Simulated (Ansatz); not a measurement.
# Al(111) with 4 thermally displaced layers, 2x2: scattering by thermal displacements

Aim: the resistivity of Al at 300 K from frozen thermal displacements between perfect leads. The measured value for the pure metal at this temperature is 2.733 µΩ cm (CRC Handbook of Chemistry and Physics, 84th ed., 2003, Electrical Resistivity of Pure Metals).

Calculated with Ansatz 0.2.0; Ansatz plane-wave DFT, PBE, PAW files; ballistic transport by layer matching (Landauer), zero bias; PAW set soft_1.

This is a report of a sequence of runs, with most program output left out.

### Step 1. Set-up

The cell holds 40 atoms: 40 Al. Its edges and angles: a = 5.725 Å, b = 5.725 Å, c = 23.429 Å, α = 93.5°, β = 86.5°, γ = 120.0°. It derives from Al. Regions: lead, 24 atoms (24 Al); scattering region, 16 atoms (16 Al). The structure is stacked along c, and the current runs across the ab planes.

### Step 2. With 4 displaced layers

Each atom of 4 layers is moved at random, by amounts drawn from a normal law 0.0966 Å wide in each direction from the Debye model (428 K) at 300 K. The layers about the cell's end stay perfect and serve as the lead. Disorder leaves little or no symmetry, which makes such runs dear. Energies from -0.05 to 0.05 eV in steps of 0.05 eV are too few for the program's thermal sum, so it prints no conductance; for a metal the transmission near the Fermi level serves, at a fraction of the cost.

Contents of input.yaml:

```yaml
crystal:
  lattice:
    - [5.7246940741, 0.0, 0.0]
    - [-2.862347037, 4.957730497, 0.0]
    - [1.4311735185, -0.8262884162, 23.3709656917]
  atoms:
    - { symbol: Al, position: [0.9916666667, 0.0083333333, 0.05] }
    - { symbol: Al, position: [0.9916666667, 0.5083333333, 0.05] }
    - { symbol: Al, position: [0.4916666667, 0.0083333333, 0.05] }
    - { symbol: Al, position: [0.4916666667, 0.5083333333, 0.05] }
    - { symbol: Al, position: [0.1416666667, 0.3583333333, 0.15] }
    - { symbol: Al, position: [0.1416666667, 0.8583333333, 0.15] }
    - { symbol: Al, position: [0.6416666667, 0.3583333333, 0.15] }
    - { symbol: Al, position: [0.6416666667, 0.8583333333, 0.15] }
[... 28 atom lines left out ...]
    - { symbol: Al, position: [0.8416666667, 0.1583333333, 0.95] }
    - { symbol: Al, position: [0.8416666667, 0.6583333333, 0.95] }
    - { symbol: Al, position: [0.3416666667, 0.1583333333, 0.95] }
    - { symbol: Al, position: [0.3416666667, 0.6583333333, 0.95] }
kpoints:
  mp_grid: { grid: [5, 5, 1] }
hamiltonian:
  xc: pbe
  pseudopotentials: { kind: paw, azcp: { folder: soft_1 } }
scf:
  occupations: { method: fermi_dirac, width: 0.1 }
output:
  transmission:
    leads: [[0, 4]]
    kmesh: [10, 10]
    e_range: [-0.05, 0.05]
    de: 0.05
  write_potential: true
  write_density: true
  volumetric_format: npy
  elf: true
```

Launch:

```sh
> ansatz run input.yaml --threads 4 --pin off --max-ram 15360MiB --backend cpu --events-out ev --progress --plain --runs-dir out
```

Wall time 3.5 min (4 threads of Intel Xeon Platinum 8488C (Sapphire Rapids), shared host); peak memory 1.8 GiB; 11 min of CPU time.

Numbers from this step:

```yaml
free_energy: -21499.4988 eV
energy_at_zero_smearing: -21499.1779 eV
fermi_energy: 7.930 eV
cell_area: 28.38 Å²
transmission_per_spin_nearest_the_fermi_level: 5.146
open_channels_per_spin_nearest_the_fermi_level: 5.41
step_of_the_lead_s_potential: 6.9 meV
```

Per spin. Transmission, zone mean against energy, zero at the Fermi level:

```tsv
energy (eV)	transmission, zone mean
-0.0500	5.06
0.0000	5.15
0.0500	5.28
```

Per spin. Open channels, zone mean, lead against energy, zero at the Fermi level:

```tsv
energy (eV)	open channels, zone mean, lead
-0.0500	5.29
0.0000	5.41
0.0500	5.59
```

Transmission over k1 and k2. At 0.0000 eV from the Fermi level.

Values, 10 rows by 10 columns:
```
4.77 5.52 5.66 3.97 5.59 5.34 4.76 2.95 3.86 2.96
3.72 5.65 4.81 6.85 6.87 4.77 5.52 3.82 3.92 3.90
3.70 4.03 6.83 6.83 6.75 6.76 6.80 4.34 3.85 2.95
4.76 5.67 6.82 6.73 5.91 5.88 6.74 6.78 5.63 4.82
3.88 5.48 4.71 6.81 5.91 6.87 5.91 6.81 4.71 5.48
4.76 4.82 5.63 6.78 6.74 5.88 5.91 6.73 6.82 5.67
3.70 2.95 3.85 4.34 6.80 6.76 6.75 6.83 6.83 4.03
3.72 3.90 3.92 3.82 5.52 4.77 6.87 6.85 4.81 5.65
4.77 2.96 3.86 2.95 4.76 5.34 5.59 3.97 5.66 5.52
3.86 4.82 3.83 3.88 4.83 3.89 4.83 3.88 3.83 4.82
```
Columns: k1 (b1) from -0.5 to 0.4; rows upwards: k2 (b2) from -0.5 to 0.4.

Open channels over k1 and k2. At 0.0000 eV from the Fermi level.

Ten even steps from '_' (3.00) to '@' (7.00):
```
++####++####++__::__
::##++@@@@++##::::::
::++@@@@@@@@@@++::__
++##@@@@####@@@@##++
::##++@@##@@##@@++##
++++##@@@@####@@@@##
::__::++@@@@@@@@@@++
::::::::##++@@@@++##
++__::__++####++####
::++::::++::++::::++
```
Columns: k1 (b1) from -0.5 to 0.4; rows upwards: k2 (b2) from -0.5 to 0.4.

Electrostatic potential energy in the ca plane at fractional y = 0.208, with atoms of Al within 0.2 Å of it. With pseudopotentials it is smooth inside the atoms' cores, unlike the true potential.

Ten even steps from '0' (-9.2 eV) to '9' (9.8 eV), each cell a mean:
```
46886324787400167755789987788610104888889998
88872131278754688766788632368730005888889999
99960696169988899988887213127863247998889997
88861595169999999999996159615888789998889873
47884110379988999999997138416898899998888850
04788545788766799988898511037875568998888850
03799888998523689876789865578740016898889972
25788656898522588866789998899710203788889997
67874111588755789876789887889720103788889999
89961483168888899987888631268851026898889998
99961697159999999998887214216887678998889985
78872252168988999999996149705899899998888861
25886212588754689999997227405888889998888840
03798777887300268877898620037864468998889860
03798878997200057766799876678720016898889985
```
Columns run along c (16.0 Å, from fractional 0.16 to 0.84 of the cell; values clipped at the 3rd and 97th percentile), rows up along a (5.7 Å). Atoms in or near the plane, at fractional coordinates: Al at (0.25, 0.29), Al at (0.25, 0.79), Al at (0.55, 0.23), Al at (0.55, 0.75).

ELF in the ca plane at fractional y = 0.208, with atoms of Al within 0.2 Å of it. It is the smooth field of the valence electrons, not physical close to the nuclei.

Ten even steps from '0' (0.07) to '9' (0.70), each cell a mean:
```
88777778878755799998655689987761148888875345
88886203788887777888766777887774257878864335
88885050588776544678878621378788766667876556
88885020587765322468888501048788864457887776
88887423777776422467778600058888864346888885
67767888767787644577766653588888865456888884
56666888666777766788754578887886457677876676
77777888767778877898754467766762037888875456
88887546777898766799875567766762148888864335
88885011688888644689987765677787567778875445
88885060488887532468889720168788765567876566
88886101688887532357889601048777653346887785
78777766777888755567777610058888753346888884
56767888767755788777666765688888765557887775
67767888767633799987655689988874357778876566
```
Columns run along c (16.0 Å, from fractional 0.16 to 0.84 of the cell), rows up along a (5.7 Å). Atoms in or near the plane, at fractional coordinates: Al at (0.25, 0.29), Al at (0.25, 0.79), Al at (0.55, 0.23), Al at (0.55, 0.75).

Valence density in the ca plane at fractional y = 0.208, with atoms of Al within 0.2 Å of it. It is the smooth field of the valence electrons, not physical close to the nuclei.

Ten even steps from '0' (0.06 e/Å³) to '9' (0.24 e/Å³), each cell a mean:
```
88777778767777899987655689977774368777765445
77777435777777777888766789987776567777764345
77786101676665544678778753577778776567765456
77787202676554323467778720167777765456776677
88777645765554323467777731267677764446777786
77767787655666544567766765677778875456777786
77666777655666655678755567766676677667776667
87767787656777766788765456655664358877765456
87777667766787655689875567655675468878764345
77787213777777544578877776776677677777765445
77786101687776533457888852467667765556776567
87777423777777533356778720157666654346777777
88767777777888754456667741268777654346777786
77666787666777887676655777788788765456776677
77666787666755899887655689987786567667775567
```
Columns run along c (16.0 Å, from fractional 0.16 to 0.84 of the cell), rows up along a (5.7 Å). Atoms in or near the plane, at fractional coordinates: Al at (0.25, 0.29), Al at (0.25, 0.79), Al at (0.55, 0.23), Al at (0.55, 0.75).

Over the solved energies the transmission per spin lies between 5.06 and 5.28, out of 5.43 channels of the lead on average (up to 5.59).

### Step 3. With 8 displaced layers

Each atom of 8 layers is moved at random, by amounts drawn from a normal law 0.0966 Å wide in each direction from the Debye model (428 K) at 300 K. A fresh draw is used; the growth of the resistance with length is what counts.

System of this step: Al(111) with 8 thermally displaced layers, 2x2. The cell holds 56 atoms: 56 Al. Its edges and angles: a = 5.725 Å, b = 5.725 Å, c = 32.761 Å, α = 87.5°, β = 92.5°, γ = 120.0°. It derives from Al. Regions: lead, 24 atoms (24 Al); scattering region, 32 atoms (32 Al). The structure is stacked along c, and the current runs across the ab planes.

Contents of input.yaml:

```yaml
crystal:
  lattice:
    - [5.7246940741, 0.0, 0.0]
    - [-2.862347037, 4.957730497, 0.0]
    - [-1.4311735185, 0.8262884162, 32.7193519684]
  atoms:
    - { symbol: Al, position: [0.005952381, 0.994047619, 0.0357142857] }
    - { symbol: Al, position: [0.005952381, 0.494047619, 0.0357142857] }
    - { symbol: Al, position: [0.505952381, 0.994047619, 0.0357142857] }
    - { symbol: Al, position: [0.505952381, 0.494047619, 0.0357142857] }
    - { symbol: Al, position: [0.1845238095, 0.3154761905, 0.1071428571] }
    - { symbol: Al, position: [0.1845238095, 0.8154761905, 0.1071428571] }
    - { symbol: Al, position: [0.6845238095, 0.3154761905, 0.1071428571] }
    - { symbol: Al, position: [0.6845238095, 0.8154761905, 0.1071428571] }
[... 44 atom lines left out ...]
    - { symbol: Al, position: [0.3273809524, 0.1726190476, 0.9642857143] }
    - { symbol: Al, position: [0.3273809524, 0.6726190476, 0.9642857143] }
    - { symbol: Al, position: [0.8273809524, 0.1726190476, 0.9642857143] }
    - { symbol: Al, position: [0.8273809524, 0.6726190476, 0.9642857143] }
kpoints:
  mp_grid: { grid: [5, 5, 1] }
hamiltonian:
  xc: pbe
  pseudopotentials: { kind: paw, azcp: { folder: soft_1 } }
scf:
  occupations: { method: fermi_dirac, width: 0.1 }
output:
  transmission:
    leads: [[0, 4]]
    kmesh: [10, 10]
    e_range: [-0.05, 0.05]
    de: 0.05
  write_potential: true
  write_density: true
  volumetric_format: npy
```

Elapsed: 5.3 min, on 4 threads; peak memory 3.2 GiB; 17 min of CPU time.

Numbers from this step:

```
free energy                                    : -30098.4145 eV
energy at zero smearing                        : -30097.9637 eV
Fermi energy                                   : 7.932 eV
transmission per spin nearest the Fermi level  : 4.793
open channels per spin nearest the Fermi level : 5.53
step of the lead's potential                   : 4.9 meV
```

Per spin. Transmission, zone mean against energy, zero at the Fermi level:

```tsv
energy (eV)	transmission, zone mean
-0.0500	4.53
0.0000	4.79
0.0500	4.86
```

Over the solved energies the transmission per spin lies between 4.53 and 4.86, out of 5.42 channels of the lead on average (up to 5.59).

### Step 4. With 12 displaced layers

Each atom of 12 layers is moved at random, by amounts drawn from a normal law 0.0966 Å wide in each direction from the Debye model (428 K) at 300 K. A fresh draw is used; the growth of the resistance with length is what counts.

System of this step: Al(111) with 12 thermally displaced layers, 2x2. The cell holds 72 atoms: 72 Al. Cell: a = 5.725 Å, b = 5.725 Å, c = 42.068 Å, α = 90.0°, β = 90.0°, γ = 120.0°. It derives from Al. Regions: lead, 24 atoms (24 Al); scattering region, 48 atoms (48 Al). The structure is stacked along c, and the current runs across the ab planes.

Contents of input.yaml:

```yaml
crystal:
  lattice:
    - [5.7246940741, 0.0, 0.0]
    - [-2.862347037, 4.957730497, 0.0]
    - [0.0, 0.0, 42.0677382451]
  atoms:
    - { symbol: Al, position: [0.0, 0.0, 0.0277777778] }
    - { symbol: Al, position: [0.0, 0.5, 0.0277777778] }
    - { symbol: Al, position: [0.5, 0.0, 0.0277777778] }
    - { symbol: Al, position: [0.5, 0.5, 0.0277777778] }
    - { symbol: Al, position: [0.1666666667, 0.3333333333, 0.0833333333] }
    - { symbol: Al, position: [0.1666666667, 0.8333333333, 0.0833333333] }
    - { symbol: Al, position: [0.6666666667, 0.3333333333, 0.0833333333] }
    - { symbol: Al, position: [0.6666666667, 0.8333333333, 0.0833333333] }
[... 60 atom lines left out ...]
    - { symbol: Al, position: [0.3333333333, 0.1666666667, 0.9722222222] }
    - { symbol: Al, position: [0.3333333333, 0.6666666667, 0.9722222222] }
    - { symbol: Al, position: [0.8333333333, 0.1666666667, 0.9722222222] }
    - { symbol: Al, position: [0.8333333333, 0.6666666667, 0.9722222222] }
kpoints:
  mp_grid: { grid: [5, 5, 1] }
hamiltonian:
  xc: pbe
  pseudopotentials: { kind: paw, azcp: { folder: soft_1 } }
scf:
  occupations: { method: fermi_dirac, width: 0.1 }
output:
  transmission:
    leads: [[0, 4]]
    kmesh: [10, 10]
    e_range: [-0.05, 0.05]
    de: 0.05
  write_potential: true
  write_density: true
  volumetric_format: npy
```

Wall time 6.9 min (4 threads); peak memory 4.9 GiB.

Numbers from this step:

```
free energy                                    : -38697.1020 eV
energy at zero smearing                        : -38696.5023 eV
Fermi energy                                   : 7.939 eV
transmission per spin nearest the Fermi level  : 4.572
open channels per spin nearest the Fermi level : 5.59
step of the lead's potential                   : 8.1 meV
```

Per spin. Table of transmission, zone mean by energy, zero at the Fermi level:

```tsv
energy (eV)	transmission, zone mean
-0.0500	4.42
0.0000	4.57
0.0500	4.53
```

Over the solved energies the transmission per spin lies between 4.42 and 4.57, out of 5.49 channels of the lead on average (up to 5.59).

### Step 5. The fit

This step: Ansatz plane-wave DFT, PBE, PAW files; ballistic transport by layer matching (Landauer), zero bias; resistivity from the slope of the area resistance; PAW set soft_1 (Ansatz 0.2.0).

Numbers from this step:

```yaml
resistivity: 5.907 µΩ cm
intercept: -0.01725 fΩ m²
scatter_about_the_fit: 0.004472 fΩ m²
```

Resistance, by row:

```tsv
run	length (Å)	T	channels N	RA (fΩ m²)
n4	9.348	5.164	5.43	0.03481
n8	18.7	4.727	5.423	0.09952
n12	28.05	4.508	5.49	0.1453
```

Area resistance against length of the displaced region:

```tsv
length of the displaced region (Å)	area resistance (fΩ m²)
9.35	0.0348
18.70	0.0995
28.05	0.145
```

The area resistance goes from 0.035 to 0.15 fΩ m² between 9.3 and 28.0 Å, a slope of 5.9 µΩ cm.

By hand from the end points: (0.1453 − 0.03481) fΩ m² / (28.05 − 9.35) Å = 5.9 µΩ cm, since 1 fΩ m² per Å is 1000 µΩ cm.

### Step 6. Summary of results

| Quantity | Value |
| --- | --- |
| resistivity from the slope | 5.91 µΩ cm |
| area resistance over 9.35 Å | 0.0348 fΩ m² |
| area resistance over 18.7 Å | 0.0995 fΩ m² |
| area resistance over 28.0 Å | 0.145 fΩ m² |

**Reading.** The slope gives 5.9 µΩ cm. The points scatter by 0.0045 fΩ m² about the line, with one random draw a length in a 2x2 cell, so the slope is a rough value. The mean square of the displacements drawn is 0.78, 0.91 and 1.0 of the nominal one at the three lengths; with each resistance scaled back by that, the slope is 5.2 µΩ cm, the value used below. The lead's own channel count moves between the runs (5.43, 5.42 and 5.49), which shifts RA and the slope too. Read with a model of isotropic scattering on a spherical Fermi surface and the lead's 1.5×10¹⁵ S/m², this slope means a mean free path near 110 Å; over these lengths the model's slope is 1.13 times its bulk resistivity, which would be 4.6 µΩ cm. Uncorrelated displacements put too much weight on short waves, which scatter strongly; with the sideways repeat of a small cell, one draw and three short lengths, the method is good to a factor of two or three. The measured value is 2.733 µΩ cm (CRC Handbook of Chemistry and Physics, 84th ed., 2003, Electrical Resistivity of Pure Metals); the scaled slope is 1.9 times that and the corrected value 1.7: clearly high.

[Logs are printed without paths, hosts, clocks, repeated set-up lines and the standing remarks that a program may print on its own settings, such as how far it seeks lower states.]

[Hosts, paths, dates, database ids (printed as entryN), source tags and the programs' standing remarks are cut or masked in the printed files.]
